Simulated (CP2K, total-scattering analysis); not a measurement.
**ethanol: neutron weights and totals by hand**

A simulated model of ethanol at 300 K, fixed volume, from ab initio molecular dynamics with CP2K (LDA, Gaussian and plane waves, DZVP-MOLOPT-SR basis, GTH potentials, 400 Ry, CSVR thermostat, no spin, fixed volume, H with the mass of D). The average runs over 0.29 ps of 108 atoms, so shells between rare elements are rough. Mean temperature 318 K, largest m.s.d. 1.84 Å², energy drift -4 meV an atom (last third less first, no steady trend); the first quarter of the run is discarded. Start: last frame of a classical run of this cell at the same density and temperature. So short a stretch relaxes bonds and nearest shells but still remembers its start. It is a liquid as far as so short a run tells. LDA overbinds hydrogen bonds, so O–O contacts come out short and the liquid too structured. Atom fractions C 0.2222, O 0.1111, H 0.6667; masses C 12.011, O 15.999, H 1.008 u; density 0.7900 g/cm³; coherent lengths C 6.6472, O 5.8037, H 6.6681 fm (H as D). Faber–Ziman partials at a few Q:

| Q (Å⁻¹) | S H–H | S C–H | S C–O | S C–C | S O–H | S O–O |
| --- | --- | --- | --- | --- | --- | --- |
| 1.30 | 0.595 | 3.454 | 1.058 | 2.856 | 1.092 | -1.835 |
| 1.50 | 0.772 | 4.175 | 1.821 | 6.088 | 1.315 | -1.370 |
| 2.80 | 1.018 | 1.047 | 0.304 | -0.355 | 1.271 | 2.659 |

The pair function g(CO), r in Å, every 0.06 Å up to its first minimum: 1.35 2.01, 1.41 19.64, 1.47 9.80, 1.53 0.23.

**Tasks.** (a) The number density. (b) The neutron weights. (c) The neutron S(Q) at the listed Q. (d) The number of O around C.

(a) The mean mass is 0.2222×12.011 + 0.1111×15.999 + 0.6667×1.008 = 5.118 u, so ρ₀ = 0.7900/(5.118 × 1.66054) = 0.09295 Å⁻³.

(b) ⟨b⟩ = 0.2222×6.6472 + 0.1111×5.8037 + 0.6667×6.6681 = 6.567 fm. The weight of a pair is ci cj bi bj (2 − δij)/⟨b⟩²: H–H 0.458, C–H 0.304, C–O 0.044, C–C 0.051, O–H 0.133, O–O 0.010; they sum to 1.000.

(c) S = 1 + Σ w (Sij − 1). At 1.30 Å⁻¹: 1 − 0.186 + 0.747 + 0.003 + 0.094 + 0.012 − 0.027 = 1.643; C–H pushes up most; H–H pulls down most. At 1.50 Å⁻¹: 1 − 0.104 + 0.967 + 0.036 + 0.257 + 0.042 − 0.023 = 2.175; C–H pushes up most; H–H pulls down most. At 2.80 Å⁻¹: 1 + 0.008 + 0.014 − 0.031 − 0.069 + 0.036 + 0.016 = 0.974; O–H pushes up most; C–C pulls down most.

(d) n = 4πρ₀ c(O) Σ r² g Δr. The sum Σ r² g over the listed points is 64.4 Å², so n = 4π × 0.09295 × 0.1111 × 64.4 × 0.06 = 0.50; counting pairs in the frames up to 1.82 Å gives 0.50. By balance, each O has n c(C)/c(O) = 1.00 C.
